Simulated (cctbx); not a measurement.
## Lattice, Laue class and space group of a new crystal

Cell: a = 12.9730 Å, b = 12.9730 Å, c = 12.9730 Å, α = 90.00°, β = 90.00°, γ = 90.00°. Expected content of the cell: Ce16 Zr16 S56.

The data are simulated with cctbx, not measured: synchrotron X-rays, λ = 0.7749 Å, to d = 0.8 Å, 70 % of the full sphere, strongest reflection 70000 counts, noise from counting, a 6 % proportional error and a noise floor of 4 counts (s.d.); no absorption, some extinction.

A first pass over the reflections prints:

```text
12451 reflections to d = 0.801 A
centring   violations  <I/sigma> of those
    A          0 of  6209     -0.0
    B          0 of  6231     -0.0
    C          0 of  6188     -0.0
    I       1385 of  6274      2.7
    R       1513 of  8338      2.4
    F          0 of  9314     -0.0
Laue class    unique    Rint  (classes that these axes allow; Friedel mates merged)
F m m m           642   0.045
F m -3            221   0.048
F m -3 m          149   0.048
space group    extra absences  I>4sigma  <I/sigma>
F 4 3 2                 0          0         -  acentric
F 41 3 2               16          0      -0.3  acentric
F -4 3 m                0          0         -  acentric
F m -3 m                0          0         -  centric
F d -3 m :1           235          0       0.1  centric
F d -3 m :2           235          0       0.1  centric
Wilson B = 1.08 A^2   <|E^2-1|> = 1.114 (0.968 centric, 0.736 acentric)   E^2>4: 4.4 %
shell (A)         n   <I/sigma>
 7.49 - 1.60     26     33.0
 1.60 - 1.28     20     42.1
 1.28 - 1.11     18     45.1
 1.11 - 1.01     16     45.6
 1.01 - 0.94     18     38.5
 0.94 - 0.89     17     45.6
 0.89 - 0.84     16     47.5
 0.84 - 0.80     18     34.0
```

**Question.** What are the lattice type, the Laue class and the likely space group?

The reflections that A, B, C and F centring forbids are absent (⟨I/σ⟩ near 0), so the lattice is F. F holds A, B and C together.

Rint stays low (0.045 to 0.048) up to F m -3 m, the highest class in these axes.

6 settings pass the absence test. The most absences obeyed, 235, belong to F d -3 m alone.

⟨|E²−1|⟩ = 1.114 is above even the centric ideal, a mark of pseudo-translation (a class of systematically weak reflections). The Wilson B of 1.08 Å² means U ≈ 0.0137 Å².

The true group is Fd-3m (no. 227, origin choice 1), Laue class m-3m, centrosymmetric. The tables fix it.

This is a model crystal, built by substitution and not relaxed, with assumed displacement parameters.

[Logs are printed without paths, hosts, clocks, repeated set-up lines and the standing remarks that a program may print on its own settings, such as how far it seeks lower states.]
